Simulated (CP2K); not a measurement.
Two runs for the C K edge of oxetane. Run A: CP2K XAS_TDP, all-electron GAPW, PBEh(45%), aug-cc-pVDZ, TDA, no relativity. Run B differs in one setting.

First lines with a strength over 0.0015. A:

| atom | energy (eV) | states | strength, one atom |
| --- | --- | --- | --- |
| C1 (bonded to 2 C and 2 H) | 283.91 | 1 | 0.0080 |
|  | 284.33 | 1 | 0.0197 |
|  | 284.53 | 1 | 0.0097 |
|  | 284.57 | 1 | 0.0032 |
|  | 285.52 | 1 | 0.0044 |
| C2 (bonded to C, O and 2 H), 2 alike | 284.56 | 1 | 0.0399 |
|  | 285.18 | 1 | 0.0070 |
|  | 285.65 | 1 | 0.0202 |
|  | 286.00 | 1 | 0.0019 |
|  | 286.73 | 1 | 0.0050 |

B:

| atom | energy (eV) | states | strength, one atom |
| --- | --- | --- | --- |
| C1 (bonded to 2 C and 2 H) | 277.42 | 1 | 0.0039 |
|  | 277.92 | 2 | 0.0100 |
|  | 277.95 | 1 | 0.0025 |
|  | 278.74 | 1 | 0.0030 |
|  | 279.37 | 1 | 0.0030 |
| C2 (bonded to C, O and 2 H), 2 alike | 278.59 | 1 | 0.0101 |
|  | 278.64 | 1 | 0.0125 |
|  | 279.14 | 1 | 0.0077 |
|  | 279.87 | 1 | 0.0028 |
|  | 280.19 | 1 | 0.0043 |

Q: Which was it: scalar relativity switched on, the basis, GW2X switched on, the functional?

The functional (functional from PBEh(45%) to PBE0; the lines alone don't name the new value). A functional moves all lines by electronvolts and changes their spacings and strengths. Against PBEh(45%) in aug-cc-pVDZ, the leading lines move by -6.49 eV (C1, to 277.42) and -5.97 eV (C2, to 278.59); the strength of C1's goes from 0.0080 to 0.0039. The next line of C1 over the strength cut lies 0.50 eV higher, against 0.42.

[Hosts, paths, dates, database ids (printed as entryN), source tags and the programs' standing remarks are cut or masked in the printed files.]
